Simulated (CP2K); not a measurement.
Consider 2-methyloxazole at its PBE geometry (Å).

```xyz
11

C    -1.8473   -0.0683    0.2279
C    -0.3683   -0.0926    0.1043
N     0.4825   -0.9502    0.6006
C     1.7319   -0.5024    0.1701
C     1.5767    0.6233   -0.5756
O     0.2263    0.9102   -0.6361
H    -2.1673   -0.9360    0.8125
H    -2.1918    0.8480    0.7280
H    -2.3252   -0.1056   -0.7613
H     2.6445   -1.0266    0.4307
H     2.2380    1.3001   -1.1010
```

Method: CP2K XAS_TDP, all-electron GAPW, PBEh(45%), aug-cc-pVDZ, TDA, GW2X-corrected core level, no relativity.

Predict the bright core excitations at the C K edge.

Leading lines: C1 291.56 eV, C2 288.87 eV, C4 288.34 eV and C5 288.66 eV. The leading line of an atom is its first one with 35 % of the strongest within 2.5 eV of its lowest line over the strength cut. Core ionisation energies at this level: C2 294.28, C4 292.63, C1 292.81 and C5 293.39 eV.

The first six lines of each atom with a strength over 0.0015:

```csv
atom,energy (eV),states,"strength, one atom",above the computed threshold
C1 (bonded to C and 3 H),290.28,1,0.0028,
,290.69,1,0.0043,
,291.56,1,0.0236,
,291.68,1,0.0182,
,292.69,1,0.0018,
,293.03,1,0.0120,yes
"C2 (bonded to C, N and O)",288.87,1,0.0621,
,292.60,1,0.0022,
,293.43,1,0.0033,
,293.56,1,0.0196,
,293.89,1,0.0079,
,294.09,1,0.0026,
"C4 (bonded to C, N and H)",288.34,1,0.0495,
,290.70,1,0.0056,
,290.89,1,0.0096,
,291.55,1,0.0015,
,291.85,1,0.0020,
,292.61,1,0.0050,
"C5 (bonded to C, O and H)",288.66,1,0.0512,
,291.42,1,0.0168,
,291.95,1,0.0126,
,292.26,1,0.0023,
,292.58,1,0.0041,
,292.83,1,0.0084,
```

Lines are vertical, at one geometry, with no vibrational structure. GW2X ionisation energies and lines can be off by 1 to 2 eV either way, and a good line position may hide errors that cancel. These values hold no scalar relativity, about 0.1 eV for C 1s. Rydberg lines, and the discretised continuum above threshold, depend on the basis and the box.

[Banner, clock and machine lines of the logs are left out without a mark of their own.]

[Logs are printed without paths, hosts, clocks, repeated set-up lines and the standing remarks that a program may print on its own settings, such as how far it seeks lower states.]

[Hosts, paths, dates, database ids (printed as entryN), source tags and the programs' standing remarks are cut or masked in the printed files.]
